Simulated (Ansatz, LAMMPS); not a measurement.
# Structural relaxation of amorphous 84HfO2-16La2O3 (mol %) (83 atoms), part 2 of 4

Wanted: the relaxed structure of amorphous 84HfO2-16La2O3 (mol %) (83 atoms) and its electronic structure.

Ansatz 0.2.0; Kohn-Sham DFT, PBE, PAW (set soft_2), plane waves.

The cell: 21 Hf, 8 La and 54 O. The quench rate of 50 K/ps far exceeds what a furnace or splat quench reaches. The starting topology of bonds comes from the classical model. Only the Γ point is sampled in the main run, in a cell whose shortest periodic width is 11 Å. No spin–orbit coupling is included.

So far. Step 3 (Single point at the start): Neighbours are counted within 2.82 Å (O-Hf), 3.19 Å (O-La).

## 4. Cell and atoms relaxed

The cell is relaxed with the atoms, since the starting lattice needn't suit this functional.

File input.yaml:

```yaml
crystal:
  lattice:
    - [10.7526, 0.0, 0.0]
    - [0.0, 10.7526, 0.0]
    - [0.0, 0.0, 10.7526]
  atoms:
    [... the 83 atom lines of step 3 ...]
kpoints:
  mp_grid: { grid: [1, 1, 1] }
hamiltonian:
  xc: pbe
scf:
  occupations: { method: fermi_dirac, width: 0.025 }
output:
  forces: true
relax:
  f_tol: 0.04
  max_steps: 250
  cell: {}
```

On the command line:

```console
ansatz run input.yaml --threads 4 --pin off --max-ram 8192MiB --backend cpu --events-out ev --progress --plain --runs-dir out
```

Log:

```text
[...]
Crystal: 83 atoms, lattice volume = 1243.198 Å³
Basis set: ecut = 420 eV, 24207 PW (Γ), exchange–correlation on 144×144×144 points (8 copies of the dense FFT grid, shifted against one another)
Bands: 575, of which v1, the nominal top of the filled ones, is band 479 counted from 1 (478 counted from 0)
Symmetry: 1 space group operations
[...]
k-points: 1
[...]
SCF iter   1: F=—  HF=-410932.890485 eV  |F-HF|=—  |Δ(HF+E_count)|=         —  Δρ=3.46e-3  dr2=1.85e-1  ethr=1.77e-3  ⟨swp⟩=4.0  Hψ=1769  notcnv=0  defer=23
[...]
SCF iter  11: F=-410932.883838 eV  HF=-410932.883838 eV  |F-HF|=2.47e-8  |Δ(HF+E_count)|=   3.26e-8  Δρ=1.90e-6  dr2=4.43e-8  ethr=1.04e-11  ⟨swp⟩=4.0  Hψ=2015  notcnv=0
SCF 1 converged in 11 iterations: F = -410932.883838 eV  dr2 = 4.43e-8
[...]
relax step   1: F+E_penalty+E_count = -410932.88383812 eV  Δ(F+E_penalty+E_count) = +0.000e0 eV  max|allowed force component| = 1.444e0 eV/Å  Δτ_max = 0.0000 Å  P = -7.287 GPa  Ω = 1243.198 Å³  (11 SCF iters, dr2 threshold 1.00e-7 eV, accepted)
[... from here on, the SCF cycles and remarks between the steps are left out ...]
relax step   2: F+E_penalty+E_count = -410935.07111270 eV  Δ(F+E_penalty+E_count) = -2.187e0 eV  max|allowed force component| = 1.882e0 eV/Å  Δτ_max = 0.1975 Å  P = +4.677 GPa  Ω = 1139.323 Å³  energy of the carried Pulay correction = +4.017e-1 eV  (9 SCF iters, dr2 threshold 8.30e-6 eV, accepted)
relax step   3: F+E_penalty+E_count = -410936.16549613 eV  Δ(F+E_penalty+E_count) = -1.094e0 eV  max|allowed force component| = 5.625e-1 eV/Å  Δτ_max = 0.0956 Å  P = +0.217 GPa  Ω = 1171.423 Å³  energy of the carried Pulay correction = +2.739e-1 eV  (8 SCF iters, dr2 threshold 8.30e-6 eV, accepted)
relax step   4: F+E_penalty+E_count = -410936.75345338 eV  Δ(F+E_penalty+E_count) = -5.880e-1 eV  max|allowed force component| = 2.705e-1 eV/Å  Δτ_max = 0.2000 Å  P = +0.105 GPa  Ω = 1166.845 Å³  energy of the carried Pulay correction = +2.919e-1 eV  (8 SCF iters, dr2 threshold 8.30e-6 eV, accepted)
relax step   5: F+E_penalty+E_count = -410936.96979455 eV  Δ(F+E_penalty+E_count) = -2.163e-1 eV  max|allowed force component| = 1.680e-1 eV/Å  Δτ_max = 0.2000 Å  P = +0.006 GPa  Ω = 1164.507 Å³  energy of the carried Pulay correction = +3.011e-1 eV  (8 SCF iters, dr2 threshold 4.57e-6 eV, accepted)
relax step   6: F+E_penalty+E_count = -410937.07870403 eV  Δ(F+E_penalty+E_count) = -1.089e-1 eV  max|allowed force component| = 1.835e-1 eV/Å  Δτ_max = 0.2000 Å  P = -0.049 GPa  Ω = 1162.462 Å³  energy of the carried Pulay correction = +3.092e-1 eV  (8 SCF iters, dr2 threshold 1.76e-6 eV, accepted)
relax step   7: F+E_penalty+E_count = -410937.15350497 eV  Δ(F+E_penalty+E_count) = -7.480e-2 eV  max|allowed force component| = 2.509e-1 eV/Å  Δτ_max = 0.1950 Å  P = +0.070 GPa  Ω = 1159.922 Å³  energy of the carried Pulay correction = +3.193e-1 eV  (7 SCF iters, dr2 threshold 2.10e-6 eV, accepted)
relax step   8: F+E_penalty+E_count = -410937.20364059 eV  Δ(F+E_penalty+E_count) = -5.014e-2 eV  max|allowed force component| = 2.159e-1 eV/Å  Δτ_max = 0.1951 Å  P = +0.133 GPa  Ω = 1158.460 Å³  energy of the carried Pulay correction = +3.251e-1 eV  (7 SCF iters, dr2 threshold 3.93e-6 eV, accepted)
relax step   9: F+E_penalty+E_count = -410937.23839347 eV  Δ(F+E_penalty+E_count) = -3.475e-2 eV  max|allowed force component| = 1.757e-1 eV/Å  Δτ_max = 0.0832 Å  P = +0.098 GPa  Ω = 1158.977 Å³  energy of the carried Pulay correction = +3.231e-1 eV  (7 SCF iters, dr2 threshold 2.91e-6 eV, accepted)
relax step  10: F+E_penalty+E_count = -410937.25221332 eV  Δ(F+E_penalty+E_count) = -1.382e-2 eV  max|allowed force component| = 5.306e-2 eV/Å  Δτ_max = 0.1150 Å  P = +0.026 GPa  Ω = 1160.475 Å³  energy of the carried Pulay correction = +3.171e-1 eV  (7 SCF iters, dr2 threshold 1.93e-6 eV, accepted)
relax step  11: F+E_penalty+E_count = -410937.25495517 eV  Δ(F+E_penalty+E_count) = -2.742e-3 eV  max|allowed force component| = 3.757e-2 eV/Å  Δτ_max = 0.0256 Å  P = -0.006 GPa  Ω = 1160.491 Å³  energy of the carried Pulay correction = +3.170e-1 eV  (7 SCF iters, dr2 threshold 1.76e-7 eV, accepted)
relax step  12: F+E_penalty+E_count = -410937.06621251 eV  Δ(F+E_penalty+E_count) = +1.887e-1 eV  max|allowed force component| = 3.772e-2 eV/Å  Δτ_max = 0.0000 Å  P = -0.355 GPa  Ω = 1160.491 Å³  stress off target by 4.19e-1 GPa  SCF on the basis re-selected at this cell (its energy is not comparable with the rows above)  (8 SCF iters)
relax step  13: F+E_penalty+E_count = -410937.08449505 eV  Δ(F+E_penalty+E_count) = -1.828e-2 eV  max|allowed force component| = 2.300e-2 eV/Å  Δτ_max = 0.0173 Å  P = +0.004 GPa  Ω = 1156.699 Å³  energy of the carried Pulay correction = +1.401e-2 eV  (7 SCF iters, dr2 threshold 4.38e-7 eV, accepted)
relax step  14: F+E_penalty+E_count = -410937.07009694 eV  Δ(F+E_penalty+E_count) = +1.440e-2 eV  max|allowed force component| = 2.327e-2 eV/Å  Δτ_max = 0.0000 Å  P = -0.009 GPa  Ω = 1156.699 Å³  stress off target by 2.86e-2 GPa  SCF on the basis re-selected at this cell (its energy is not comparable with the rows above)  (7 SCF iters)
[...]
SCF converged after 7 iterations
Free energy (F): -410937.070097 eV
[...]
Internal energy: -410937.070097 eV  (E = F + TS)
E sigma→0 (E₀):  -410937.070097 eV
Fermi energy:    13.120206 eV
[...]
--- Forces (eV/Å), atoms counted from 1 ---
  atom   1  Hf    -0.00983707    -0.00563212     0.02327463
  atom   2  Hf    -0.02115947    -0.00418101     0.00818847
  atom   3  Hf    -0.01723725     0.00748807     0.00086564
  atom   4  Hf     0.00695830    -0.01822275    -0.01105356
  atom   5  Hf    -0.00162400     0.00245210     0.00509341
  atom   6  Hf     0.00216664    -0.00963790     0.00445740
  atom   7  Hf     0.00280718    -0.00596903    -0.00971194
  atom   8  Hf     0.00062684     0.00366902    -0.00731148
  atom   9  Hf    -0.00100020     0.00853465    -0.00119487
  atom  10  Hf    -0.01109379     0.01426636     0.00197876
  atom  11  Hf     0.00598758     0.00852845     0.00001513
  atom  12  Hf     0.00672565    -0.00045903    -0.00886520
  atom  13  Hf     0.01021518    -0.00511777    -0.00705725
  atom  14  Hf     0.00563259    -0.00331513     0.00790318
[...]
atom  82  O      0.00637648     0.00112216     0.00006358
  atom  83  O     -0.00237786    -0.00274735    -0.00326339
  max |Σ_I F_I| component: 7.31e-6 eV/Å
--- Stress (GPa, compression-positive) ---
       -0.004288       0.012651      -0.006833
        0.012651       0.003515      -0.006785
       -0.006833      -0.006785      -0.026265
  P = ⅓ Tr σ = -0.0090 GPa (-0.090 kbar)
--- Relaxed structure (12 steps of the walk, 12 accepted, 2 SCFs on fresh bases) ---
  F+E_penalty+E_count = -410937.07009694 eV   max|allowed force component| = 2.327e-2 eV/Å   (the final SCF, on the basis selected at the relaxed cell)
  cell:  # Å, volume = 1156.6992 Å³
    - [10.569427, -0.076768, 0.093826]
    - [-0.076768, 10.386879, -0.065685]
    - [0.093826, -0.065685, 10.538004]
  atoms:
    - { symbol: Hf, position: [0.217067, 0.787197, 0.639232] }
    - { symbol: Hf, position: [0.571102, 0.728563, 0.758909] }
    - { symbol: Hf, position: [0.326388, 0.522596, 0.794538] }
    - { symbol: Hf, position: [0.150894, 0.903445, 0.378836] }
[...]
- { symbol: O, position: [0.676997, 0.880922, 0.398513] }
```

Wall time 5.8 min (4 threads of Arm Neoverse V1, shared host); peak memory 2.1 GiB.

Step by step:

```tsv
step	energy less that of the first step (eV)	largest force component (eV/Å)	pressure (GPa)	volume (Å³)
1	0.0000	1.4441	-7.29	1243.20
2	-2.1873	1.8821	4.68	1139.32
3	-3.2817	0.5625	0.22	1171.42
4	-3.8696	0.2705	0.10	1166.85
5	-4.0860	0.1680	0.01	1164.51
6	-4.1949	0.1835	-0.05	1162.46
7	-4.2697	0.2509	0.07	1159.92
8	-4.3198	0.2159	0.13	1158.46
9	-4.3546	0.1757	0.10	1158.98
10	-4.3684	0.0531	0.03	1160.48
11	-4.3711	0.0376	-0.01	1160.49
12*	-4.1824	0.0377	-0.35	1160.49
13	-4.2007	0.0230	0.00	1156.70
14*	-4.1863	0.0233	-0.01	1156.70
```

Relaxation steps marked * repeat the geometry before them on a plane-wave basis chosen anew for their cell, so energy and pressure can jump there.

```tsv
cell as run	before	after	change
a (Å)	10.753	10.570	-1.7 %
b (Å)	10.753	10.387	-3.4 %
c (Å)	10.753	10.539	-2.0 %
α (°)	90.00	90.72	+0.8 %
β (°)	90.00	88.98	-1.1 %
γ (°)	90.00	90.84	+0.9 %
volume (Å³/atom)	14.98	13.94	-7.0 %
```

The atoms that moved most (Å, as changes of fractional coordinates times the final cell):

```tsv
atom	dx	dy	dz	length
La22	-0.207	0.927	0.634	1.141
La25	0.002	0.078	0.388	0.396
O68	-0.072	-0.271	-0.256	0.379
O52	-0.036	-0.321	-0.111	0.342
La26	0.193	0.269	-0.030	0.332
O61	-0.074	0.278	0.164	0.331
O51	0.313	0.020	-0.002	0.313
O78	-0.134	-0.021	-0.274	0.305
```

The relaxation changed the energy by -50.4 meV/atom, and atoms moved by 0.21 Å r.m.s., 1.1 Å at most.

## 5. Distances and neighbours after relaxation

Bonds before and after, by the cutoffs listed below:

```tsv
pair	bonds before	bonds after	mean before (Å)	mean after (Å)	spread before (Å)	spread after (Å)
O-Hf	127	129	2.151	2.130	0.085	0.104
O-La	47	60	2.549	2.598	0.232	0.253
```

Density 8.22 g/cm³, 13.94 Å³ an atom.

Pair distribution functions g(r), in bins of 0.2 Å:

```tsv
r (Å)	total	O-O	O-Hf	O-La	Hf-Hf	Hf-La	La-La
1.90	0.10	0.00	0.31	0.00	0.00	0.00	0.00
2.10	3.15	0.00	9.54	0.00	0.00	0.00	0.00
2.30	0.89	0.06	1.50	2.93	0.00	0.00	0.00
2.50	0.75	0.49	0.20	3.77	0.00	0.00	0.00
2.70	1.08	2.06	0.06	1.46	0.00	0.00	0.00
2.90	1.24	2.67	0.00	0.89	0.00	0.00	0.00
3.10	0.91	1.79	0.09	0.66	0.64	0.00	0.00
3.30	1.04	1.66	0.29	0.19	2.88	0.72	0.00
3.50	0.88	0.82	0.43	0.35	2.54	3.52	1.12
3.70	0.89	0.53	0.92	0.70	1.98	2.39	3.08
3.90	0.88	0.58	1.05	0.55	1.91	1.81	0.96
4.10	1.22	1.03	1.33	1.08	1.27	2.33	1.71
4.30	1.09	0.91	1.27	1.27	0.68	1.18	3.21
4.50	0.93	0.50	1.54	1.11	0.10	1.35	0.70
4.70	0.81	0.44	1.40	0.77	0.57	0.49	0.66
4.90	1.04	0.91	1.33	1.23	0.43	0.57	0.60
5.10	0.97	1.06	0.91	1.23	0.72	0.42	0.00
```

Bonds by pair of elements; cutoffs follow the first minimum of g(r), held within bounds set by covalent radii, and pairs that aren't listed don't count as bonded:

```tsv
pair A-B	cutoff (Å)	bonds	mean length (Å)	spread (Å)	shortest (Å)	B about A	A about B
O-Hf	2.83	129	2.13	0.104	1.96	2.39	6.14
O-La	3.19	60	2.60	0.253	2.23	1.11	7.5
```

How many atoms have how many bonded neighbours:

```tsv
element	mean	3	4	5	6	7	8	9
Hf	6.14	0	0	1	17	2	1	0
La	7.5	0	0	0	0	5	2	1
O	3.5	28	25	1	0	0	0	0
```

Bond angles, per cent of each kind in bins of 5°:

```tsv
angle (°)	O-Hf-O	Hf-O-La	Hf-O-Hf	La-O-La
55–60	0.3	0.0	0.0	0.0
60–65	0.6	0.0	0.0	0.0
65–70	2.4	0.0	0.0	0.0
70–75	6.3	0.0	0.0	0.0
75–80	13.7	0.0	0.0	0.0
80–85	10.1	5.9	1.0	9.1
85–90	11.3	5.0	2.9	9.1
90–95	9.2	12.6	3.9	4.5
95–100	7.8	10.9	9.7	18.2
100–105	6.0	16.8	27.2	13.6
105–110	3.6	10.1	7.8	0.0
110–115	3.3	7.6	5.8	9.1
115–120	1.2	4.2	5.8	4.5
120–125	0.9	8.4	5.8	9.1
125–130	1.2	5.9	4.9	4.5
130–135	1.2	6.7	8.7	9.1
135–140	2.7	1.7	4.9	4.5
140–145	1.8	1.7	2.9	0.0
145–150	2.1	2.5	4.9	0.0
150–155	2.4	0.0	1.0	0.0
155–160	2.7	0.0	1.9	4.5
160–165	5.1	0.0	1.0	0.0
165–170	3.0	0.0	0.0	0.0
170–175	0.6	0.0	0.0	0.0
175–180	0.6	0.0	0.0	0.0
```

Bond angles (no mean is given where the spread exceeds 20°):

```tsv
angle	count	mean (°)	spread (°)
O-Hf-O	335	-	-
Hf-O-La	119	108	16.4
Hf-O-Hf	103	115	18.3
La-O-La	22	110	18.9
```

Bond length by coordination (bonds to H left out):

```tsv
element	coordination	atoms	mean bond length (Å)
Hf	5	1	2.05
Hf	6	17	2.12
Hf	7	2	2.17
Hf	8	1	2.23
La	7	5	2.55
La	8	2	2.63
La	9	1	2.72
O	3	28	2.18
O	4	25	2.35
O	5	1	2.59
```

Among the first-shell peaks of g(r) are those at about 2.9 Å (O-O), 2.1 Å (O-Hf), 2.5 Å (O-La), 3.3 Å (Hf-Hf) and 3.6 Å (Hf-La). Counting bonds as in the table, 81 % of Hf atoms have 6, 62 % of La atoms have 7 and 52 % of O atoms have 3 bonded neighbours.

[end of part 2 of 4]

[Long decimals in the printed logs are rounded to 6 places.]

[Logs are printed without paths, hosts, clocks, repeated set-up lines and the standing remarks that a program may print on its own settings, such as how far it seeks lower states.]

[Hosts, paths, dates, database ids (printed as entryN), source tags and the programs' standing remarks are cut or masked in the printed files.]

[A walk said to have stopped at its limit may instead have ended on an SCF cycle that didn't converge.]
